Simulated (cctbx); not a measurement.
# Ca3Pt with cctbx, script by script

Library: cctbx 2025.11. The data are simulated by the first script.

## 1. Simulate the data

run.py:

```python
from cctbx import adptbx, crystal, miller, sgtbx, xray
from cctbx.array_family import flex
from iotbx.shelx import hklf
from scitbx import matrix
import scitbx.random

cs = crystal.symmetry(unit_cell=(8.962, 8.962, 9.746, 90, 90, 120), space_group_symbol='Hall: P 6c -2')  # P6_3cm
atoms = [  # label, site, U (iso, or U11 U22 U33 U12 U13 U23 in A^2), occupancy
    ("Pt1", (0.6702, 0.6702, 0.2498), (0.0158, 0.0158, 0.0184, 0.0019, 0.0036, 0.0036), 1),
    ("Ca1", (0.623, 0.623, 0.9304), (0.0335, 0.0335, 0.0279, 0.0204, -0.0050, -0.0050), 1),
    ("Ca2", (0.7212, 0.7212, 0.5841), (0.0204, 0.0204, 0.0345, 0.0103, -0.0040, -0.0040), 1),
    ("Ca3", (2/3, 1/3, 0.2146), (0.0181, 0.0181, 0.0183, 0.0091, 0.0000, 0.0000), 1),
    ("Ca4", (0, 0, 0.8242), (0.0198, 0.0198, 0.0187, 0.0099, 0.0000, 0.0000), 1),
]
xs = xray.structure(crystal_symmetry=cs)
for label, site, u, occ in atoms:
    u = adptbx.u_cif_as_u_star(cs.unit_cell(), u) if isinstance(u, tuple) else u
    xs.add_scatterer(xray.scatterer(label, site=site, u=u, occupancy=occ))
xs.set_inelastic_form_factors(1.54184, "sasaki")
xs.show_summary()
p1 = xs.expand_to_p1()
ms = miller.build_set(p1, anomalous_flag=True, d_min=0.83)
flex.set_random_seed(330496)
scitbx.random.set_random_seed(330496)
ms = ms.select(flex.random_double(ms.size()) < 0.5)
i = ms.structure_factors_from_scatterers(p1, algorithm="direct").f_calc().as_intensity_array().data()
i = i * 40000 / flex.max(i)
sig = flex.sqrt(i + flex.pow2(0.04 * i) + 15 ** 2)
noise = scitbx.random.variate(scitbx.random.normal_distribution())(i.size())
data = ms.array(data=i + sig * noise, sigmas=sig).set_observation_type_xray_intensity()
with open("data.hkl", "w") as f:
    data.export_as_shelx_hklf(f)
print("reflections written:", data.size(), " <I/sigma> = %.1f" % flex.mean(data.data() / data.sigmas()))
for h, a, b in list(data.sort("data"))[:12]:
    print("%4d%4d%4d %9.1f %7.1f" % (h + (a, b)))
```

```console
$ python run.py
```

```text
Number of scatterers: 5
At special positions: 5
Unit cell: (8.962, 8.962, 9.746, 90, 90, 120)
Space group: P 63 c m (No. 185)
reflections written: 2399  <I/sigma> = 8.8
   0   3   0   42111.5  1612.5
   3  -3   0   40231.6  1612.5
  -3   0   0   39584.9  1612.5
   3   0   0   38599.3  1612.5
  -3   3   0   38442.1  1612.5
  -2   1   3   25039.1   990.0
   1  -2   3   24285.4   990.0
   1   1   3   24262.1   990.0
   2  -1   3   24056.5   990.0
  -1  -1   3   23905.6   990.0
   1   1  -3   23367.0   987.0
   0   0   6   18279.5   738.0
```

It took 0.24 s on 1 thread of Arm Neoverse V2 (shared host), peak memory 0.07 GiB.

## 2. Symmetry

run.py:

```python
from cctbx import crystal, sgtbx, statistics
from cctbx.array_family import flex
from iotbx.shelx import hklf

p1 = crystal.symmetry(unit_cell=(8.962, 8.962, 9.746, 90, 90, 120), space_group_symbol="P 1")
raw = hklf.reader(file_name="data.hkl").as_miller_arrays(crystal_symmetry=p1, anomalous=True)[0]
print(raw.size(), "reflections to d = %.3f A" % raw.d_min())
isig = raw.data() / raw.sigmas()
print("centring   violations  <I/sigma> of those")
best = "P"
for c in "ABCIRF":
    a = raw.customized_copy(space_group_info=sgtbx.space_group_info("Hall: %s 1" % c)).sys_absent_flags().data()
    m = flex.mean(isig.select(a))
    print("%5s %10d of %5d %8.1f" % (c, (isig.select(a) > 4).count(True), a.count(True), m))
    if (isig.select(a) > 4).count(True) < 0.01 * a.count(True):
        best = c
raw = raw.select(~raw.customized_copy(space_group_info=sgtbx.space_group_info("Hall: %s 1" % best)).sys_absent_flags().data())
isig = raw.data() / raw.sigmas()
rows = []
for s in sgtbx.space_group_symbol_iterator():
    g = sgtbx.space_group(s)
    if g.conventional_centring_type_symbol() != best or not g.is_compatible_unit_cell(p1.unit_cell(), 1e-3, 0.02):
        continue
    rows.append((s, g))
print("Laue class    unique    Rint  (classes that these axes allow; Friedel mates merged)")
rint = {}
for s, g in rows:
    laue = g.build_derived_patterson_group()
    key = laue.type().hall_symbol()
    if key not in rint:
        m = raw.customized_copy(space_group_info=laue.info(), anomalous_flag=False).merge_equivalents()
        rint[key] = m.r_int()
        print("%-14s %6d %7.3f" % (laue.type().lookup_symbol(), m.array().size(), m.r_int()))
floor = min(rint.values())
good = [(s, g) for s, g in rows if rint[g.build_derived_patterson_group().type().hall_symbol()] < 2 * floor + 0.03]
top = max(g.build_derived_patterson_group().order_z() for s, g in good)
print("space group    extra absences  I>4sigma  <I/sigma>")
for s, g in good:
    laue = g.build_derived_patterson_group()
    if laue.order_z() != top:
        continue
    a = raw.customized_copy(space_group_info=g.info()).sys_absent_flags().data()
    a &= ~raw.customized_copy(space_group_info=laue.info()).sys_absent_flags().data()
    bad = (isig.select(a) > 4).count(True)
    if bad <= 0.03 * a.count(True):
        print("%-16s %8d %10d %9s  %s" % (s.universal_hermann_mauguin(), a.count(True), bad, "%.1f" % flex.mean(isig.select(a)) if a.count(True) else "-", "centric" if g.is_centric() else "acentric"))
laue = max(good, key=lambda t: t[1].build_derived_patterson_group().order_z())[1].build_derived_patterson_group()
f = raw.customized_copy(space_group_info=laue.info(), anomalous_flag=False).merge_equivalents().array().eliminate_sys_absent().f_sq_as_f()
f.set_observation_type_xray_amplitude()
bins = max(3, min(8, f.size() // 12))
f.setup_binner(n_bins=bins)
w = statistics.wilson_plot(f, {e: n / laue.order_z() for e, n in {'Pt': 6.0, 'Ca': 18.0}.items()}, e_statistics=True)
print("Wilson B = %.2f A^2   <|E^2-1|> = %.3f (0.968 centric, 0.736 acentric)   E^2>4: %.1f %%" % (w.wilson_b, w.mean_e_sq_minus_1, w.percent_e_sq_gt_2))
print("shell (A)         n   <I/sigma>")
m = raw.customized_copy(space_group_info=laue.info(), anomalous_flag=False).merge_equivalents().array().eliminate_sys_absent()
for b in m.setup_binner(n_bins=bins).range_used():
    sel = m.binner().selection(b)
    print("%5.2f - %4.2f %6d %8.1f" % (min(m.binner().bin_d_range(b)[0] if m.binner().bin_d_range(b)[0] > 0 else 99, 99), m.binner().bin_d_range(b)[1], sel.count(True), flex.mean((m.data() / m.sigmas()).select(sel))))
```

```console
$ python run.py
```

```text
2399 reflections to d = 0.830 A
centring   violations  <I/sigma> of those
    A        666 of  1188      8.6
    B        674 of  1196      8.7
    C        692 of  1198      8.9
    I        682 of  1195      8.9
    R        908 of  1582      8.7
    F       1016 of  1791      8.7
Laue class    unique    Rint  (classes that these axes allow; Friedel mates merged)
P -1             1829   0.030
P 1 1 2/m        1184   0.033
P -3              812   0.034
P -3 1 m          462   0.036
P -3 m 1          498   0.037
P 6/m             440   0.037
P 6/m m m         290   0.038
space group    extra absences  I>4sigma  <I/sigma>
P 6 2 2                 0          0         -  acentric
P 63 2 2                7          0       0.9  acentric
P 6 m m                 0          0         -  acentric
P 63 c m              255          0       0.1  acentric
P -6 m 2                0          0         -  acentric
P -6 c 2              255          0       0.1  acentric
P -6 2 m                0          0         -  acentric
P 6/m m m               0          0         -  centric
P 63/m c m            255          0       0.1  centric
Wilson B = 1.80 A^2   <|E^2-1|> = 1.063 (0.968 centric, 0.736 acentric)   E^2>4: 3.0 %
shell (A)         n   <I/sigma>
 9.75 - 1.66     48     24.4
 1.66 - 1.32     37     26.6
 1.32 - 1.15     38     25.5
 1.15 - 1.05     39     23.6
 1.05 - 0.97     30     28.4
 0.97 - 0.91     33     17.1
 0.91 - 0.87     36     23.0
 0.87 - 0.83     29     18.3
```

Time: 0.27 s.

## 3. Charge flipping

run.py:

```python
import itertools
from cctbx import crystal, maptbx
from cctbx.array_family import flex
from iotbx.shelx import hklf
from smtbx.ab_initio import charge_flipping as cf

cs = crystal.symmetry(unit_cell=(8.962, 8.962, 9.746, 90, 90, 120), space_group_symbol='Hall: P 6c -2')  # P6_3cm
raw = hklf.reader(file_name="data.hkl").as_miller_arrays(crystal_symmetry=cs, anomalous=True)[0]
merged = raw.eliminate_sys_absent().merge_equivalents()
fo2 = merged.array().set_observation_type_xray_intensity()
f = fo2.average_bijvoet_mates().f_sq_as_f().resolution_filter(d_min=0.83)
p1 = f.expand_to_p1()
work = p1
flex.set_random_seed(7222)
it = cf.weak_reflection_improved_iterator(delta=None, weak_reflection_fraction=0.3)
it.start(work, phases=flex.random_double(p1.size()) * 6.2832, f_000=0)
it.delta = 1.1 * it.rho_map.sigma()
print("cycle      R  skewness")
for n, st in enumerate(itertools.islice(it, 200)):
    if n % 16 == 0:
        print("%5d %6.3f %8.2f" % (n, st.r1_factor(), st.rho_map.skewness()))
rho = p1.phase_transfer(it.f_calc).fft_map().apply_volume_scaling()
polish = cf.low_density_elimination_iterator(constant_rho_c=rho.sigma())
polish.start(f_obs=p1, phases=it.f_calc, f_000=0)
for _ in range(8):
    next(polish)
print("origin shift          correlation  skewness")
maps = []
for fc, shift, cc in itertools.islice(cf.f_calc_symmetrisations(f, polish.f_calc, 0), 4):
    m = f.phase_transfer(fc).fft_map(symmetry_flags=maptbx.use_space_group_symmetry, resolution_factor=0.25).apply_sigma_scaling()
    maps.append((m.skewness(), cc, m))
    print("%6.3f %6.3f %6.3f %10.3f %9.2f" % (tuple(shift) + (cc, m.skewness())))
skew, cc, m = max((t for t in maps if t[1] > maps[0][1] - 0.04), key=lambda t: t[0])
print("taken: symmetry correlation %.3f, skewness %.2f" % (cc, skew))
peaks = m.peak_search(parameters=maptbx.peak_search_parameters(min_distance_sym_equiv=0.9, max_clusters=10)).all()
sps = cs.special_position_settings(min_distance_sym_equiv=0.5)
print("peak      x       y       z  mult  height/sigma")
for k, (x, h) in enumerate(zip(peaks.sites(), peaks.heights())):
    ss = sps.site_symmetry(x)
    print("Q%-3d %7.4f %7.4f %7.4f %4d %8.1f" % ((k + 1,) + tuple(t % 1 for t in ss.exact_site()) + (ss.multiplicity(), h)))
```

```console
$ python run.py
```

```text
cycle      R  skewness
    0  0.522     0.38
   16  0.439     2.40
   32  0.304     7.29
   48  0.266     6.87
   64  0.278     6.80
   80  0.264     6.61
   96  0.263     6.57
  112  0.255     6.50
  128  0.254     6.48
  144  0.251     6.37
  160  0.254     6.36
  176  0.257     6.45
  192  0.256     6.49
origin shift          correlation  skewness
 0.526  0.432 -0.000      0.870      3.28
 0.859  0.098 -0.000      0.870      3.30
 0.193  0.765 -0.000      0.870      3.29
 0.840  0.401 -0.000      0.868      3.21
taken: symmetry correlation 0.870, skewness 3.30
peak      x       y       z  mult  height/sigma
Q1    0.0000  0.3348  0.7583    6     12.3
Q2    0.0000  0.3357  0.5448    6     11.5
Q3    0.0000  0.0000  0.1124    2      8.4
Q4    0.3333  0.6667  0.1180    4      6.1
Q5    0.3333  0.6667  0.2742    4      5.8
Q6    0.0000  0.3342  0.4326    6      5.4
Q7    0.0000  0.0000  0.2669    2      4.2
Q8    0.0000  0.3635  0.2164    6      4.1
Q9    0.0000  0.3299  0.1224    6      3.9
Q10   0.0000  0.4562  0.9070    6      2.9
```

Time: 0.43 s.

## 4. Refinement (model from the peaks)

run.py:

```python
import math
from cctbx import adptbx, crystal, maptbx, sgtbx, xray
from cctbx.array_family import flex
from cctbx.xray import observations
from iotbx.shelx import hklf
from scitbx.lstbx import normal_eqns_solving
from smtbx import absolute_structure, utils
from smtbx.refinement import constraints, least_squares

cs = crystal.symmetry(unit_cell=(8.962, 8.962, 9.746, 90, 90, 120), space_group_symbol='Hall: P 6c -2')  # P6_3cm
atoms = [  # label, site, U (iso, or U11 U22 U33 U12 U13 U23 in A^2), occupancy
    ("Pt1", (0, 0.3348, 0.7583), 0.0200, 1),
    ("Ca1", (0, 0, 0.1124), 0.0200, 1),
    ("Ca2", (0.3333, 0.6667, 0.118), 0.0200, 1),
    ("Ca3", (0.3333, 0.6667, 0.2742), 0.0200, 1),
    ("Ca4", (0, 0, 0.2669), 0.0200, 1),
    ("Ca5", (0, 0.3635, 0.2164), 0.0200, 1),
]
xs = xray.structure(crystal_symmetry=cs)
for label, site, u, occ in atoms:
    u = adptbx.u_cif_as_u_star(cs.unit_cell(), u) if isinstance(u, tuple) else u
    xs.add_scatterer(xray.scatterer(label, site=site, u=u, occupancy=occ))
xs.set_inelastic_form_factors(1.54184, "sasaki")
raw = hklf.reader(file_name="data.hkl").as_miller_arrays(crystal_symmetry=cs, anomalous=True)[0]
merged = raw.eliminate_sys_absent().merge_equivalents()
fo2 = merged.array().set_observation_type_xray_intensity()
print("Rint %.3f, %d unique reflections to %.2f A" % (merged.r_int(), fo2.size(), fo2.d_min()))
for sc in xs.scatterers():
    sc.flags.set_grad_site(True)
    sc.flags.set_grad_u_aniso(sc.flags.use_u_aniso())
    sc.flags.set_grad_u_iso(sc.flags.use_u_iso())
obs = fo2.as_xray_observations()
extra = {}
rep = constraints.reparametrisation(xs, [], utils.connectivity_table(xs), **extra)
ls = least_squares.crystallographic_ls(obs, rep, weighting_scheme=least_squares.mainstream_shelx_weighting(a=0, b=0))
print("cycle     R1     wR2    GooF  max shift (A)")
for cycle in range(6):
    ls.build_up()
    r1, wr2, goof = ls.r1_factor(cutoff_factor=2)[0], ls.wR2(), ls.goof()
    old = xs.sites_cart()
    normal_eqns_solving.levenberg_marquardt_iterations(ls, n_max_iterations=3, tau=0.0001, step_threshold=1e-7)
    big = flex.max((xs.sites_cart() - old).norms())
    print("%4d %7.4f %7.4f %7.3f %9.5f" % (cycle + 1, r1, wr2, goof, big))
    ls.build_up(objective_only=True)
    if abs(ls.wR2() - wr2) < 5e-5 and big < 5e-4:
        break
ls.build_up()
print("final R1 %.4f wR2 %.4f GooF %.3f  parameters %d  data/parameter %.1f" % (ls.r1_factor(cutoff_factor=2)[0], ls.wR2(), ls.goof(), ls.n_parameters, fo2.size() / ls.n_parameters))
cov = ls.covariance_matrix_and_annotations()
su = dict(zip(cov.annotations, (math.sqrt(max(v, 0)) for v in cov.matrix.matrix_packed_u_diagonal())))
a2 = cs.unit_cell().reciprocal_parameters()[0] ** -2
print("atom        x        y        z      Ueq    occ   su(xyz)  su(Uiso or U11)")
for sc in xs.scatterers():
    s = max(su.get(sc.label + k, 0) for k in (".x", ".y", ".z"))
    npd = "" if sc.is_positive_definite_u(cs.unit_cell()) else "  NPD"
    print("%-5s %8.5f %8.5f %8.5f %8.4f %6.3f %8.5f %7.4f%s" % ((sc.label,) + sc.site + (sc.u_iso_or_equiv(cs.unit_cell()), sc.occupancy, s, su.get(sc.label + ".uiso", su.get(sc.label + ".u11", 0) * a2), npd)))
fo = fo2.f_sq_as_f()
fc = fo.structure_factors_from_scatterers(xs, algorithm="direct").f_calc()
diff = fo.f_obs_minus_f_calc(1 / math.sqrt(ls.scale_factor()), fc).average_bijvoet_mates()
m = diff.fft_map(symmetry_flags=maptbx.use_space_group_symmetry, resolution_factor=0.25).apply_volume_scaling()
print("difference map: max %.2f min %.2f rms %.2f" % (m.statistics().max(), m.statistics().min(), m.statistics().sigma()))
peaks = m.peak_search(parameters=maptbx.peak_search_parameters(min_distance_sym_equiv=0.6, max_clusters=5)).all()
near = xs.closest_distances(peaks.sites(), distance_cutoff=4)
sps = cs.special_position_settings(min_distance_sym_equiv=0.5)
for k, (x, h) in enumerate(zip(peaks.sites(), peaks.heights())):
    ss = sps.site_symmetry(x)
    print("Q%-3d %7.4f %7.4f %7.4f %4d %7.2f  %.2f A from %s" % ((k + 1,) + tuple(t % 1 for t in ss.exact_site()) + (ss.multiplicity(), h, near.smallest_distances[k], xs.scatterers()[near.i_seqs[k]].label)))
```

```console
$ python run.py
```

```text
Rint 0.036, 451 unique reflections to 0.83 A
cycle     R1     wR2    GooF  max shift (A)
   1  0.3407  0.6254  16.633   0.03063
   2  0.3245  0.5913  15.728   0.02599
   3  0.3145  0.5708  15.181   0.02541
   4  0.3056  0.5569  14.812   0.02380
   5  0.2985  0.5472  14.553   0.02169
   6  0.2941  0.5399  14.361   0.01934
final R1 0.2905 wR2 0.5340 GooF 14.203  parameters 14  data/parameter 32.2
atom        x        y        z      Ueq    occ   su(xyz)  su(Uiso or U11)
Pt1    0.00000  0.33807  0.75673   0.0031  1.000  0.00096  0.0020
Ca1    0.00000  0.00000  0.11488   0.0238  1.000  0.01384  0.0185
Ca2    0.33333  0.66667  0.12739   0.0268  1.000  0.00739  0.0141
Ca3    0.33333  0.66667  0.28870   0.0169  1.000  0.00550  0.0102
Ca4    0.00000  0.00000  0.27190   0.0207  1.000  0.01288  0.0188
Ca5    0.00000  0.37190  0.20884   0.0179  1.000  0.00541  0.0119
difference map: max 46.19 min -28.33 rms 4.40
Q1    0.0000  0.3456  0.7528    6   47.83  0.08 A from Pt1
Q2    0.0000  0.3303  0.0825    6   22.02  1.29 A from Ca5
Q3    0.0412  0.3380  0.4328   12   21.84  2.26 A from Ca5
Q4    0.0000  0.0000  0.3038    2   20.53  0.31 A from Ca4
Q5    0.3333  0.6667  0.3066    4   14.61  0.17 A from Ca3
```

Time: 0.58 s.

Figures of merit this high mean that the model is still wrong or incomplete.

## 5. Charge flipping

run.py, as its changes from the last script of this kind:

```diff
@@ -13,2 +13,3 @@
-work = p1
-flex.set_random_seed(7222)
+p1.setup_binner_counting_sorted(reflections_per_bin=max(40, p1.size() // 12))
+work = p1.array(data=p1.data() / p1.amplitude_quasi_normalisations().data())
+flex.set_random_seed(7223)
@@ -19,2 +20,2 @@
-for n, st in enumerate(itertools.islice(it, 200)):
-    if n % 16 == 0:
+for n, st in enumerate(itertools.islice(it, 400)):
+    if n % 33 == 0:
```

```console
$ python run.py
```

```text
cycle      R  skewness
    0  0.528     0.44
   33  0.307     6.52
   66  0.334     6.53
   99  0.311     6.33
  132  0.334     6.09
  165  0.323     6.10
  198  0.327     6.09
  231  0.320     5.89
  264  0.324     6.05
  297  0.311     5.91
  330  0.320     6.05
  363  0.319     5.87
  396  0.329     6.00
origin shift          correlation  skewness
 0.216  0.972  0.000      0.836      2.34
 0.883  0.305  0.000      0.836      2.35
 0.534  0.276  0.000      0.837      2.32
 0.549  0.638  0.000      0.836      2.30
taken: symmetry correlation 0.836, skewness 2.35
peak      x       y       z  mult  height/sigma
Q1    0.0000  0.3347  0.4779    6     12.8
Q2    0.0000  0.3523  0.7916    6      6.6
Q3    0.0000  0.3285  0.1477    6      5.9
Q4    0.3333  0.6667  0.2896    4      5.8
Q5    0.0000  0.0000  0.2964    2      5.4
Q6    0.1528  0.4867  0.1884   12      3.6
Q7    0.0000  0.0000  0.1789    2      3.3
Q8    0.0000  0.2712  0.5914    6      2.9
Q9    0.0000  0.3874  0.6015    6      2.8
Q10   0.3333  0.6667  0.0107    4      2.8
```

Time: 0.52 s.

## 6. Refinement (model from the peaks)

run.py, as its changes from the last script of this kind:

```diff
@@ -12,6 +12,5 @@
-    ("Pt1", (0, 0.3348, 0.7583), 0.0200, 1),
-    ("Ca1", (0, 0, 0.1124), 0.0200, 1),
-    ("Ca2", (0.3333, 0.6667, 0.118), 0.0200, 1),
-    ("Ca3", (0.3333, 0.6667, 0.2742), 0.0200, 1),
-    ("Ca4", (0, 0, 0.2669), 0.0200, 1),
-    ("Ca5", (0, 0.3635, 0.2164), 0.0200, 1),
+    ("Pt1", (0, 0.3347, 0.4779), 0.0200, 1),
+    ("Ca1", (0, 0.3523, 0.7916), 0.0200, 1),
+    ("Ca2", (0, 0.3285, 0.1477), 0.0200, 1),
+    ("Ca3", (0.3333, 0.6667, 0.2896), 0.0200, 1),
+    ("Ca4", (0, 0, 0.2964), 0.0200, 1),
```

```console
$ python run.py
```

```text
Rint 0.036, 451 unique reflections to 0.83 A
cycle     R1     wR2    GooF  max shift (A)
   1  0.4176  0.7073  18.790   0.02631
   2  0.3786  0.6562  17.433   0.02987
   3  0.3399  0.6151  16.342   0.02753
   4  0.3322  0.5988  15.910   0.02215
   5  0.3285  0.5913  15.709   0.00576
   6  0.3272  0.5897  15.668   0.00550
final R1 0.3262 wR2 0.5883 GooF 15.628  parameters 13  data/parameter 34.7
atom        x        y        z      Ueq    occ   su(xyz)  su(Uiso or U11)
Pt1    0.00000  0.34148  0.47746   0.0001  1.000  0.00100  0.0022
Ca1    0.00000  0.35010  0.78557   0.0222  1.000  0.00913  0.0181
Ca2    0.00000  0.31700  0.15265   0.0218  1.000  0.00829  0.0193
Ca3    0.33333  0.66667  0.29216   0.0248  1.000  0.00898  0.0126
Ca4    0.00000  0.00000  0.30160   0.0234  1.000  0.01279  0.0209
difference map: max 85.77 min -41.86 rms 5.50
Q1    0.0000  0.3403  0.4780    6   87.04  0.01 A from Pt1
Q2    0.0000  0.0000  0.4164    2   44.89  1.12 A from Ca4
Q3    0.3333  0.6667  0.0260    4   37.42  2.28 A from Ca3
Q4    0.3333  0.6667  0.4366    4   32.38  1.41 A from Ca3
Q5    0.0501  0.3101  0.1410   12   19.40  0.50 A from Ca2
```

It took 0.57 s on 1 thread of Arm Neoverse V2, on a shared host, peak memory 0.09 GiB.

Figures of merit this high mean that the model is still wrong or incomplete.

[Logs are printed without paths, hosts, clocks, repeated set-up lines and the standing remarks that a program may print on its own settings, such as how far it seeks lower states.]
